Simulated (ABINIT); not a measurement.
**H2Pb (P-3m1): from the cell to the phonon bands**

How does H2Pb (P-3m1) vibrate, and is this structure a minimum?

Main program and level: ABINIT 10.8.3; DFT LDA, scalar-relativistic, plane waves, HGH norm-conserving pseudopotentials.

The structure was built from a prototype and need not be the compound's stable phase.

### Step 1. Starting point

It takes space group P-3m1 (No. 164, trigonal). Conventional cell: a = 3.663 Å, b = 3.663 Å, c = 5.860 Å, α = 90.00°, β = 90.00°, γ = 120.00°. Nearest to Pb lie 6 H at 2.57 Å. Nearest to H lie 3 Pb at 2.57 Å. Farther neighbours are not listed.

Coordinates:

```cif
data_structure
_symmetry_space_group_name_H-M 'P-3m1'
_symmetry_Int_Tables_number 164
_cell_length_a 3.6628
_cell_length_b 3.6628
_cell_length_c 5.8604
_cell_angle_alpha 90.000
_cell_angle_beta 90.000
_cell_angle_gamma 120.000
_cell_volume 68.09
loop_
_atom_site_label
_atom_site_type_symbol
_atom_site_symmetry_multiplicity
_atom_site_Wyckoff_symbol
_atom_site_fract_x
_atom_site_fract_y
_atom_site_fract_z
_atom_site_occupancy
Pb1 Pb 1 a 0.00000 0.00000 0.00000 1
H1 H 2 d 0.33333 0.66667 0.25000 1
```

### Step 2. A probe with smearing

A first run with smearing and empty bands tells whether the crystal has a gap, which decides between fixed occupations and smearing later on.

File probe.abi:

```
# ground state
tolvrs 1.0d-08
prtden 1
prtwf 1
prtpot 1

# basis, mesh and filling
ecut 35.0
ixc 7
ngkpt 6 6 4
nshiftk 1
shiftk 0.0 0.0 0.0
istwfk *1
occopt 7
tsmear 0.005
nband 8
nstep 100
diemac 9.0
prtebands 0
prtgsr 0
useylm 1

# cell and atoms
acell 3*1.0 Angstrom
rprim 
    3.662777311 0.0 0.0
    -1.831388658 3.172058198 0.0
    0.0 0.0 5.8604437
ntypat 2
znucl 82 1
natom 3
typat 1 2 2
xred 
    0.0 0.0 0.0
    1/3 2/3 0.25
    2/3 1/3 0.75
pp_dirpath "./pseudo"
pseudos "Pb.hgh, H.hgh"
```

Launch:

```
> OMP_NUM_THREADS=1 mpirun -n 2 abinit probe.abi > probe.log
```

Numbers of over 12 decimals in the logs are rounded to 6 here.

probe.abo, the main output file:

```text
[banners, grids, parts of the stress and lines that vanish by symmetry left out]
- input  file    -> probe.abi
- output file    -> probe.abo
- root for input  files -> probei
[...]
Symmetries : space group P-3 m 1 (#164); Bravais hP (primitive hexag.)
[...]
mpw =        4595          nfft =       96000          nkpt =          24
[...]
== DATASET  1 ==================================================================
[...]
cutoff_energies: {ecut:  35.0, pawecutdg:  -1.0, }
[...]
Exchange-correlation functional for the present dataset will be:
  LDA: Perdew-Wang 92 LSD fit to Ceperley-Alder data - ixc=7
[...]
ETOT  1  -4.698012    -4.698E+00 1.826E-02 2.273E+01
 ETOT  2  -4.707727    -9.715E-03 3.056E-05 7.659E+00
 ETOT  3  -4.708053    -3.262E-04 1.123E-05 4.487E-01
 ETOT  4  -4.708085    -3.215E-05 3.296E-06 1.924E-01
 ETOT  5  -4.708095    -9.903E-06 4.126E-07 1.265E-03
 ETOT  6  -4.708095    -3.375E-08 1.299E-08 5.115E-05
 ETOT  7  -4.708095    -1.162E-09 2.736E-09 1.064E-06
 ETOT  8  -4.708095    -6.261E-11 1.547E-10 5.699E-09
 At SCF step    8       vres2   =  5.70E-09 < tolvrs=  1.00E-08 =>converged.
[...]
sigma(1 1)=  1.47740840E-04  sigma(3 2)=  0.00000000E+00
  sigma(2 2)=  1.47740840E-04  sigma(3 1)=  0.00000000E+00
  sigma(3 3)=  2.51357718E-04  sigma(2 1)=  3.93572376E-13
[...]
convergence: {deltae: -6.261E-11, res2:  5.699E-09, residm:  1.547E-10, diffor: null, }
etotal    :  -4.70809510E+00
[...]
sigma(1 1)=  1.47740840E-04  sigma(3 2)=  0.00000000E+00
  sigma(2 2)=  1.47740840E-04  sigma(3 1)=  0.00000000E+00
  sigma(3 3)=  2.51357718E-04  sigma(2 1)=  3.93572376E-13
[...]
- sigma(1 1)=  4.34668557E+00  sigma(3 2)=  0.00000000E+00
- sigma(2 2)=  4.34668559E+00  sigma(3 1)=  0.00000000E+00
- sigma(3 3)=  7.39519937E+00  sigma(2 1)=  1.15792991E-08
[...]
fcart     -0.0000000000E+00 -2.8748758551E-27 -0.0000000000E+00
           strten      1.4774083968E-04  1.4774084023E-04  2.5135771766E-04
================================================================================

[key lines of the parts left out:]
pressure_GPa:  -5.3629E+00
```

Elapsed: 10 s, on 2 MPI ranks of Intel Xeon at 2.70GHz, shared host.

Numbers from this step:

```yaml
volume_per_atom: 22.70 Å³
pressure: -5.363 GPa
gap_on_the_k_mesh: 0 eV
```

No gap opens on this mesh, so smearing is kept; the printed pressure holds the stress of the finite basis too.

### Step 3. Rough relaxation

The typed start is rough, so a first relaxation with smearing and loose thresholds takes it towards rest cheaply.

File prerelax.abi:

```
# relaxation
ionmov 2
optcell 2
dilatmx 1.15
chkdilatmx 0
ntime 40
tolmxf 3.0d-04
tolvrs 1.0d-10
prtwf 0
prtden 0
chksymtnons 0

# basis, mesh and filling
ecut 35.0
ecutsm 3.0
ixc 7
ngkpt 6 6 4
nshiftk 1
shiftk 0.0 0.0 0.0
istwfk *1
occopt 7
tsmear 0.005
nband 8
nstep 100
diemac 1000000.0
prtebands 0
prtgsr 0
useylm 1

# cell and atoms
acell 3*1.0 Angstrom
rprim 
    3.662777311 0.0 0.0
    -1.831388658 3.172058198 0.0
    0.0 0.0 5.8604437
ntypat 2
znucl 82 1
natom 3
typat 1 2 2
xred 
    0.0 0.0 0.0
    1/3 2/3 0.25
    2/3 1/3 0.75
pp_dirpath "./pseudo"
pseudos "Pb.hgh, H.hgh"
```

Launch:

```
> OMP_NUM_THREADS=1 mpirun -n 2 abinit prerelax.abi > prerelax.log
```

prerelax.abo, the main output file:

```text
[banners, grids, parts of the stress and lines that vanish by symmetry left out]
- input  file    -> prerelax.abi
- output file    -> prerelax.abo
- root for input  files -> prerelaxi
[...]
Symmetries : space group P-3 m 1 (#164); Bravais hP (primitive hexag.)
[...]
mpw =        6946          nfft =      145800          nkpt =          24
[...]
== DATASET  1 ==================================================================
[...]
cutoff_energies: {ecut:  35.0, pawecutdg:  -1.0, }
[...]
Exchange-correlation functional for the present dataset will be:
  LDA: Perdew-Wang 92 LSD fit to Ceperley-Alder data - ixc=7
[...]
ETOT  1  -4.699326    -4.699E+00 1.579E-02 3.595E+01
 ETOT  2  -4.707472    -8.146E-03 9.073E-06 1.203E+01
 ETOT  3  -4.707802    -3.297E-04 8.446E-06 1.334E+00
 ETOT  4  -4.707826    -2.423E-05 3.425E-06 6.310E-01
 ETOT  5  -4.707842    -1.639E-05 8.282E-07 1.492E-02
[...]
ETOT  6  -4.747844     8.882E-15 3.514E-15 1.715E-11
 At SCF step    6       vres2   =  1.71E-11 < tolvrs=  1.00E-10 =>converged.
[...]
sigma(1 1)= -1.02008379E-06  sigma(3 2)=  0.00000000E+00
  sigma(2 2)= -1.02008257E-06  sigma(3 1)=  0.00000000E+00
  sigma(3 3)= -8.00642096E-07  sigma(2 1)=  8.81539085E-13
[...]
convergence: {deltae:  8.882E-15, res2:  1.715E-11, residm:  3.514E-15, diffor: null, }
etotal    :  -4.74784449E+00
[...]
At Broyd/MD step  19, gradients are converged :
[...]
sigma(1 1)= -1.02008379E-06  sigma(3 2)=  0.00000000E+00
  sigma(2 2)= -1.02008257E-06  sigma(3 1)=  0.00000000E+00
  sigma(3 3)= -8.00642096E-07  sigma(2 1)=  8.81539085E-13
[...]
- sigma(1 1)= -3.00119014E-02  sigma(3 2)=  0.00000000E+00
- sigma(2 2)= -3.00118655E-02  sigma(3 1)=  0.00000000E+00
- sigma(3 3)= -2.35557037E-02  sigma(2 1)=  2.59357753E-08
[...]
fcart     -0.0000000000E+00  3.8315905439E-27 -0.0000000000E+00
           strten     -1.0200837939E-06 -1.0200825729E-06 -8.0064209564E-07
================================================================================

[key lines of the parts left out:]
pressure_GPa:   2.7860E-02
Total energy (etotal) [Ha]= -4.74784448967844E+00
```

Run time: 4.5 min. Hardware: 2 MPI ranks.

Step by step:

```
step  energy less that of the first step (eV)  largest force (eV/Å)  volume (Å³)
   1                                   0.0000                0.8993        68.09
   2                                  -0.0521                0.8694        67.03
   3                                  -0.6037                0.1046        46.66
   4                                  -0.6312                0.3157        49.78
   5                                  -0.6622                0.2641        49.26
   6                                  -0.8629                0.2847        44.71
   7                                  -0.8987                0.3043        44.23
   8                                   0.8099                0.2657        45.71
   9                                  -1.0022                0.3784        40.64
  10                                  -1.0165                0.3223        38.99
  11                                  -1.0159                0.3414        39.76
  12                                  -1.0158                0.3402        40.26
  13                                  -1.0129                0.2775        41.96
  14                                  -1.0161                0.2183        42.42
  15                                  -1.0411                0.0974        41.95
  16                                  -1.0863                0.0140        38.95
  17                                  -1.0883                0.0153        38.27
  18                                  -1.0885                0.0033        38.24
  19                                  -1.0885                0.0006        38.16
```

```
     cell as run  before  after   change
           a (Å)   3.663  3.664   +0.0 %
           b (Å)   3.663  3.664   +0.0 %
           c (Å)   5.860  3.282  -44.0 %
volume (Å³/atom)   22.70  12.72  -44.0 %
```

The atoms that moved most (Å, as changes of fractional coordinates times the final cell):

```
atom     dx     dy      dz  length
  H2  0.000  0.000  -0.046   0.046
  H3  0.000  0.000   0.046   0.046
```

The relaxed structure:

```cif
data_structure
_symmetry_space_group_name_H-M 'P 1'
_symmetry_Int_Tables_number 1
_cell_length_a 3.6643
_cell_length_b 3.6643
_cell_length_c 3.2817
_cell_angle_alpha 90.000
_cell_angle_beta 90.000
_cell_angle_gamma 120.000
_cell_volume 38.16
loop_
_atom_site_label
_atom_site_type_symbol
_atom_site_fract_x
_atom_site_fract_y
_atom_site_fract_z
_atom_site_occupancy
Pb1 Pb 0.00000 0.00000 0.00000 1
H2 H 0.33333 0.66667 0.23596 1
H3 H 0.66667 0.33333 0.76404 1
```

Numbers from this step:

```yaml
volume_per_atom: 12.72 Å³
pressure: 0.02786 GPa
```

The volume changes by -44.0 % in this run and stands -44.0 % from the first cell.

### Step 4. Rough relaxation

The cell changed much, so the rough relaxation is repeated on a basis made for the new cell.

Edit prerelax.abi of step 3 so:

```diff
@@ -16,3 +16,3 @@
 ixc 7
-ngkpt 6 6 4
+ngkpt 6 6 6
 nshiftk 1
@@ -32,5 +32,5 @@
 rprim 
-    3.662777311 0.0 0.0
-    -1.831388658 3.172058198 0.0
-    0.0 0.0 5.8604437
+    3.664285084 0.0 0.0
+    -1.832142543 3.173363969 0.0
+    0.0 0.0 3.281697034
 ntypat 2
@@ -41,4 +41,4 @@
     0.0 0.0 0.0
-    1/3 2/3 0.25
-    2/3 1/3 0.75
+    1/3 2/3 0.2359560151
+    2/3 1/3 0.7640439849
 pp_dirpath "./pseudo"
```

prerelax.abo, the main output file:

```text
[banners, grids, parts of the stress and lines that vanish by symmetry left out]
- input  file    -> prerelax.abi
- output file    -> prerelax.abo
- root for input  files -> prerelaxi
[...]
Symmetries : space group P-3 m 1 (#164); Bravais hP (primitive hexag.)
[...]
mpw =        3894          nfft =       81000          nkpt =          34
[...]
== DATASET  1 ==================================================================
[...]
cutoff_energies: {ecut:  35.0, pawecutdg:  -1.0, }
[...]
Exchange-correlation functional for the present dataset will be:
  LDA: Perdew-Wang 92 LSD fit to Ceperley-Alder data - ixc=7
[...]
ETOT  1  -4.738209    -4.738E+00 1.855E-02 1.881E+01
 ETOT  2  -4.745651    -7.442E-03 4.506E-04 6.461E-01
 ETOT  3  -4.745697    -4.612E-05 1.723E-05 2.432E-02
 ETOT  4  -4.745700    -3.036E-06 1.938E-06 1.635E-03
 ETOT  5  -4.745700    -1.006E-07 2.364E-07 7.705E-06
[...]
ETOT  6  -4.746911    -5.507E-14 7.212E-03 4.151E-12
 At SCF step    6       vres2   =  4.15E-12 < tolvrs=  1.00E-10 =>converged.
[...]
sigma(1 1)= -3.49778373E-07  sigma(3 2)=  0.00000000E+00
  sigma(2 2)= -3.49778059E-07  sigma(3 1)=  0.00000000E+00
  sigma(3 3)=  1.65693487E-06  sigma(2 1)=  3.47012522E-13
[...]
convergence: {deltae: -5.507E-14, res2:  4.151E-12, residm:  7.212E-03, diffor: null, }
etotal    :  -4.74691057E+00
[...]
At Broyd/MD step   7, gradients are converged :
[...]
sigma(1 1)= -3.49778373E-07  sigma(3 2)=  0.00000000E+00
  sigma(2 2)= -3.49778059E-07  sigma(3 1)=  0.00000000E+00
  sigma(3 3)=  1.65693487E-06  sigma(2 1)=  3.47012522E-13
[...]
- sigma(1 1)= -1.02908350E-02  sigma(3 2)=  0.00000000E+00
- sigma(2 2)= -1.02908258E-02  sigma(3 1)=  0.00000000E+00
- sigma(3 3)=  4.87487069E-02  sigma(2 1)=  1.02094609E-08
[...]
fcart     -0.0000000000E+00 -9.8814105489E-28 -0.0000000000E+00
           strten     -3.4977837262E-07 -3.4977805865E-07  1.6569348693E-06
================================================================================

[key lines of the parts left out:]
pressure_GPa:  -9.3890E-03
Total energy (etotal) [Ha]= -4.74691057104782E+00
```

Run time: 69 s. Hardware: 2 MPI ranks.

Step by step:

```
step  energy less that of the first step (eV)  largest force (eV/Å)  volume (Å³)
   1                                   0.0000                0.0542        38.16
   2                                  -0.0019                0.0569        38.13
   3                                  -0.0279                0.0737        37.47
   4                                  -0.0294                0.0615        37.72
   5                                  -0.0307                0.0534        37.84
   6                                  -0.0329                0.0158        38.42
   7                                  -0.0329                0.0126        38.47
```

```
conventional cell, symmetrised  before  after  change
                         a (Å)   3.664  3.552  -3.1 %
                         b (Å)   3.664  3.552  -3.1 %
                         c (Å)   3.282  3.521  +7.3 %
              volume (Å³/atom)   12.72  12.82  +0.8 %
```

The atoms that moved most (Å, as changes of fractional coordinates times the final cell):

```
atom     dx     dy      dz  length
  H2  0.000  0.000   0.026   0.026
  H3  0.000  0.000  -0.026   0.026
```

Final coordinates:

```xyz
3
Lattice="3.5521 0.0000 0.0000 -1.7761 3.0762 0.0000 0.0000 0.0000 3.5206" Properties=species:S:1:pos:R:3 pbc="T T T"
Pb    0.0000    0.0000    0.0000
H     0.0000    2.0508    0.8565
H     1.7761    1.0254    2.6641
```

This step gave:

```yaml
volume_per_atom: 12.82 Å³
pressure: -0.009389 GPa
```

The volume changes by +0.8 % in this run and stands -43.5 % from the first cell.

(Continued in part 2 of 6.)

[Host names and launcher messages were left out of these logs when they were recorded.]

[Logs are printed without paths, hosts, clocks, repeated set-up lines and the standing remarks that a program may print on its own settings, such as how far it seeks lower states.]

[Hosts, paths, dates, database ids (printed as entryN), source tags and the programs' standing remarks are cut or masked in the printed files.]
